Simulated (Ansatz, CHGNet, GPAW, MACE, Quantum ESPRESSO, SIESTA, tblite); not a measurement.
## Running random packing of 64AlN-36Al2O3 (mol %) (86 atoms) with tblite

Wanted: tblite inputs and outputs for random packing of 64AlN-36Al2O3 (mol %) (86 atoms), checked against a plane-wave reference.

Calculated with tblite 0.8.0; the method is named at each step.

### 1. The structure

The cell holds 86 atoms: 38 Al, 18 N and 30 O. Its edges and angles: a = 9.738 Å, b = 9.738 Å, c = 9.738 Å, α = 90.0°, β = 90.0°, γ = 90.0°. 86 atoms (38 Al, 18 N, 30 O) packed at random in a cube at 3.16 g/cm³ and pushed apart as soft spheres, cations and anions kept from their own kind; a start for melting by ab initio MD, not an equilibrated structure. Then every atom was moved at random, 0.03 Å r.m.s. a Cartesian component.

The yardstick, on the same geometry:

- method: Kohn-Sham DFT, PBE, SSSP efficiency 1.3.0 pseudopotentials, plane waves (Quantum ESPRESSO 7.5); sssp-pbe-1.3.0-efficiency, cutoffs 60/480 Ry, Γ point
- r.m.s. force component: 1.792 eV/Å
- longest force: 6.267 eV/Å
- pressure: 4.931 GPa
- time: 6.1 min on 4 MPI ranks of Arm Neoverse V2, shared host
- CPU time: 25 min

### 2. GFN1-xTB

Method: GFN1-xTB tight binding, diagonalisation.

File run.py:

```python
import numpy as np
from ase.io import read
from tblite.ase import TBLite

atoms = read("structure.xyz")
atoms.calc = TBLite(method="GFN1-xTB", electronic_temperature=580, accuracy=1.0, max_iterations=250, mixer_damping=0.4, verbosity=1)
energy = atoms.get_potential_energy()
forces = atoms.get_forces()
print(f"energy {energy:.6f} eV")
print("forces (eV/A)")
for i, (a, f) in enumerate(zip(atoms, forces)):
    print(f"{i:4d} {a.symbol:2s} {f[0]:10.5f} {f[1]:10.5f} {f[2]:10.5f}")
stress = -atoms.get_stress(voigt=False) * 160.21766
print("stress (GPa, compression positive)")
for row in stress:
    print(" ".join(f"{x:10.4f}" for x in row))
print("charges (e)")
print(np.array2string(atoms.get_charges(), precision=4, suppress_small=True, max_line_width=110, threshold=100000))
```

File structure.xyz:

```xyz
86
Lattice="9.73820 0.00000 0.00000 0.00000 9.73820 0.00000 0.00000 0.00000 9.73820" Properties=species:S:1:pos:R:3 pbc="T T T"
Al 9.64491 2.62191 2.62328
Al 0.44601 5.40519 4.59049
Al 8.71540 4.38482 7.35517
Al 8.26238 8.65745 5.15297
Al 5.53363 6.30996 6.65401
Al 4.56838 2.10209 5.04478
Al 0.48116 4.61951 0.46831
Al 2.80022 8.45285 3.49971
Al 2.26102 3.35510 6.95122
Al 2.73984 4.36018 3.32443
Al 7.30190 6.78626 3.93842
Al 8.26910 5.75722 1.46521
Al 7.18231 7.04403 8.43503
Al 6.79025 8.61753 2.31905
Al 1.96137 7.47680 1.20199
Al 6.47678 3.60099 1.01540
Al 8.29276 1.98727 7.81578
Al 2.06898 5.20906 8.45597
Al 6.29906 2.31195 3.34449
Al 4.28120 8.88017 1.58538
Al 1.18251 1.78530 9.11525
Al 1.86370 9.16472 9.10668
Al 4.05216 9.72418 7.38146
Al 6.48944 0.24657 7.32605
Al 2.16120 7.59940 7.22574
Al 6.23878 4.64356 8.50427
Al 8.67829 8.43708 0.25524
Al 5.93047 9.32559 4.59419
Al 4.77785 1.63650 1.55441
Al 8.63106 1.22604 4.34596
Al 1.71587 0.23751 1.93362
Al 9.46183 7.58060 7.08814
Al 7.70905 1.42226 0.31834
Al 1.90937 0.72102 6.41699
Al 7.54487 4.47246 3.36007
Al 2.89312 3.05575 0.80379
Al 9.13950 9.36270 2.52570
Al 3.84639 5.92336 1.85240
N 1.68159 3.59661 9.18264
N 4.44481 3.46417 3.67997
N 6.59997 2.79720 8.40514
N 4.81778 0.78626 3.70587
N 2.28409 7.31436 9.08827
N 3.31722 8.68949 5.77943
N 2.60808 0.93740 0.41193
N 7.89846 2.71482 1.82728
N 7.36724 0.68177 5.73044
N 3.29784 6.14812 7.25058
N 0.53482 8.68297 1.27337
N 5.29174 1.55996 6.63016
N 4.95022 4.49223 1.62803
N 4.63538 3.81913 6.36498
N 4.77873 7.94949 7.50825
N 4.44442 3.13726 9.42073
N 0.89221 6.57027 5.97351
N 6.67573 9.42453 9.36396
[... 26 atom lines left out ...]
O 9.41148 1.04023 1.16858
O 7.38730 7.55645 6.30558
O 0.49275 2.13257 5.09483
O 4.73471 5.34355 8.95340
```

Started as:

```bash
$ OMP_NUM_THREADS=1 python run.py > output.txt
```

The program printed:

```text
------------------------------------------------------------
  cycle        total energy    energy error   density error
------------------------------------------------------------
      1     -210.8895495235  -2.1097681E+02   1.0030950E+00
      2     -147.0410897025   6.3848460E+01   1.0173518E+00
      3     -54.03928458161   9.3001805E+01   1.3467100E+00
      4     -222.7183080980  -1.6867902E+02   6.6126574E-01
      5     -222.4194732412   2.9883486E-01   5.7041236E-01
      6     -230.2397309755  -7.8202577E+00   4.7303794E-01
      7     -241.9753985648  -1.1735668E+01   3.1152653E-01
      8     -237.6052152974   4.3701833E+00   3.5350892E-01
      9     -242.8046761330  -5.1994608E+00   2.6624224E-01
     10     -244.4200351532  -1.6153590E+00   2.1290615E-01
     11     -246.1206707336  -1.7006356E+00   1.3416609E-01
     12     -246.6082938716  -4.8762314E-01   1.0174759E-01
     13     -247.0127980122  -4.0450414E-01   7.0460599E-02
     14     -246.9892211621   2.3576850E-02   7.2682027E-02
     15     -247.1906930570  -2.0147189E-01   3.9163874E-02
     16     -247.2302058056  -3.9512749E-02   2.7113453E-02
     17     -247.2079865845   2.2219221E-02   2.9015749E-02
     18     -247.2559743017  -4.7987717E-02   1.4092341E-02
     19     -247.2503336424   5.6406593E-03   1.5579323E-02
     20     -247.2619874527  -1.1653810E-02   8.3684946E-03
     21     -247.2621345663  -1.4711361E-04   7.1304226E-03
     22     -247.2648492026  -2.7146363E-03   3.2429830E-03
     23     -247.2652354844  -3.8628178E-04   2.5177740E-03
     24     -247.2652252662   1.0218195E-05   2.2003446E-03
[...]
28     -247.2656074055  -4.1958646E-06   3.3748906E-04
     29     -247.2656115334  -4.1279240E-06   1.9781373E-04
     30     -247.2656129828  -1.4494595E-06   1.4002139E-04
     31     -247.2656131369  -1.5403577E-07   1.2264962E-04
     32     -247.2656137358  -5.9891812E-07   7.2166711E-05
     33     -247.2656137963  -6.0504618E-08   6.0366352E-05
     34     -247.2656139060  -1.0964845E-07   3.8427979E-05
     35     -247.2656139736  -6.7622096E-08   1.8599743E-05
------------------------------------------------------------
 total:                                   7.491 sec
energy -6728.440072 eV
forces (eV/A)
   0 Al    1.97593    0.79768    0.38304
   1 Al    0.09800   -0.90865   -0.31819
   2 Al   -0.45690    0.57476   -1.77924
   3 Al    1.90648    0.01912    1.14003
   4 Al   -1.08332   -0.69253   -2.36080
   5 Al   -2.09722    1.62574    1.06621
   6 Al   -0.72352    0.58136    0.57589
   7 Al    0.02009   -1.21854    4.30045
   8 Al    1.24417   -0.80917   -1.41121
   9 Al   -0.47324    0.01984    1.30027
  10 Al   -1.44375   -0.13841    1.16859
  11 Al    0.00298    1.49841    1.03464
  12 Al   -0.96533    0.46353    1.08462
  13 Al   -0.77034   -0.70049   -0.25891
  14 Al   -1.02803   -3.09649    0.81275
  15 Al   -0.25258    0.60915   -1.23961
  16 Al    0.44078   -1.51021   -1.91672
  17 Al    1.43654    3.09437   -0.47441
  18 Al    1.13326   -0.03127    0.60486
  19 Al    1.42314   -0.16723   -1.52392
  20 Al   -1.13730   -0.09462   -0.89018
  21 Al    0.50697    0.49552   -0.16641
  22 Al    0.83105   -0.03578    0.68562
  23 Al    0.70627   -1.19331    1.94136
[...]
78 O    -0.01728    2.30572   -2.08534
  79 O    -0.49796   -0.10666   -0.77353
  80 O     0.44469   -2.84228    3.29826
  81 O    -1.12286   -0.24135    3.89242
  82 O     1.00673    0.88327   -1.20435
  83 O     1.80764    0.92074    1.55905
  84 O    -0.83876   -1.70677   -0.37474
  85 O     1.65743   -1.46367   -0.80944
stress (GPa, compression positive)
   24.3018    -2.4222    -0.2655
   -2.4222    27.6373    -0.6875
   -0.2655    -0.6875    24.9154
charges (e)
[ 0.3317  0.4175  0.4524  0.3349  0.4487  0.351   0.4941  0.2555  0.3516  0.3618  0.3797  0.4659  0.3469
  0.3514  0.3509  0.2773  0.3579  0.4265  0.3501  0.321   0.3272  0.3573  0.325   0.2865  0.3581  0.3727
  0.4856  0.2707  0.276   0.3401  0.3586  0.4852  0.2897  0.4564  0.3642  0.3871  0.4251  0.4502 -0.1723
 -0.0678 -0.2059 -0.1591 -0.128  -0.0429 -0.1507 -0.2383 -0.1573 -0.0744 -0.1608 -0.1465 -0.1434 -0.0729
 -0.0239 -0.0884 -0.0743 -0.149  -0.4099 -0.3613 -0.3557 -0.4562 -0.3269 -0.4378 -0.3447 -0.3616 -0.4545
 -0.3769 -0.3823 -0.3722 -0.4218 -0.3606 -0.3612 -0.349  -0.3622 -0.4144 -0.3822 -0.3996 -0.394  -0.4417
 -0.3737 -0.4416 -0.405  -0.4766 -0.4576 -0.424  -0.3172 -0.3643]
```

The job ended after 8 s (1 thread of Arm Neoverse V2, shared host; peak memory 0.13 GiB).

Banners and routine set-up lines are dropped from the logs; longer cuts are marked.

Against the reference:

* r.m.s. force component: 1.304 eV/Å
* r.m.s. difference of force components: 944.6 meV/Å
* longest difference of force vectors: 3374 meV/Å
* force difference over r.m.s. force: 52.7 %
* slope of forces against the reference's: 0.6258
* correlation of force components: 0.8601
* pressure: 25.62 GPa
* pressure difference: 20.69 GPa

Length of the force difference by element (eV/Å):

```
element  atoms  mean  most
     Al     38   1.7   3.4
      N     18   1.5   3.0
      O     30   1.3   2.5
```

Local excerpt of 9 atoms (numbers count through the whole input) about O85, picked at random; x, y, z are measured from there.

```csv
atom,x,y,z,distance (Å),Mulliken charge (e),Fx,Fy,Fz (eV/Å)
O85,0.00,0.00,0.00,0.00,-0.32,-0.84,-1.71,-0.37
Al30,-1.60,-0.91,-0.75,1.99,0.34,1.73,2.25,1.26
O63,0.80,2.03,0.54,2.25,-0.34,2.04,1.08,0.23
O76,0.12,-1.91,-1.33,2.33,-0.40,-0.17,-1.61,-2.12
O79,-1.39,1.88,-0.45,2.38,-0.37,-0.02,2.31,-2.09
O72,-0.27,0.38,2.35,2.39,-0.35,0.19,0.24,1.72
Al34,1.42,-1.41,1.32,2.40,0.46,-1.83,0.98,-2.33
O66,2.32,-1.05,-0.26,2.56,-0.38,1.44,0.59,1.44
Al1,-0.59,0.49,-2.47,2.59,0.33,1.98,0.80,0.38
```

Atoms are counted from 1 here, from 0 in the log.

Forces lie 53 % from the reference's, at 0.0054 times its CPU time (on 1 against 4 cores).

### 3. Outcome

- force difference from the reference: tblite GFN1-xTB, 53 %
- its CPU time: 8 s

In words: Tight binding differs by 53 % (tblite GFN1-xTB); it is another model, with fitted parameters of its own, and the xTB methods hold dispersion. One electronic-structure run takes under half the reference's CPU time: tblite GFN1-xTB, at 53 % in 8 s against 25 min; its pressure misses by +20.7 GPa. Periodic xTB results under one method name differ between programs and library versions. The reference's pressure holds the uncorrected Pulay stress of its 60 Ry basis, so small pressure differences, and their order, may be the reference's own error. The reference's stress is far from hydrostatic: its diagonal is 3.1, 8.3, 3.4 GPa, compression counted positive. The reference's pressure of 4.9 GPa belongs to unrelaxed atoms and would change as they relax. The electronic-structure runs sample only Γ, in a cell whose shortest periodic width is 10 Å, which is coarse for a cell with partly filled levels.

[Long decimals in the printed logs are rounded to 6 places.]

[Also dropped from logs without a mark: lines with file paths, logging warnings of Python, QE's lines on negative density and diagonalisation, SIESTA's first energy breakdown, zero terms and Voronoi charges.]

[Logs are printed without paths, hosts, clocks, repeated set-up lines and the standing remarks that a program may print on its own settings, such as how far it seeks lower states.]

[Hosts, paths, dates, database ids (printed as entryN), source tags and the programs' standing remarks are cut or masked in the printed files.]

[Most failed runs of this program on this cell are left out, timed-out ones always.]
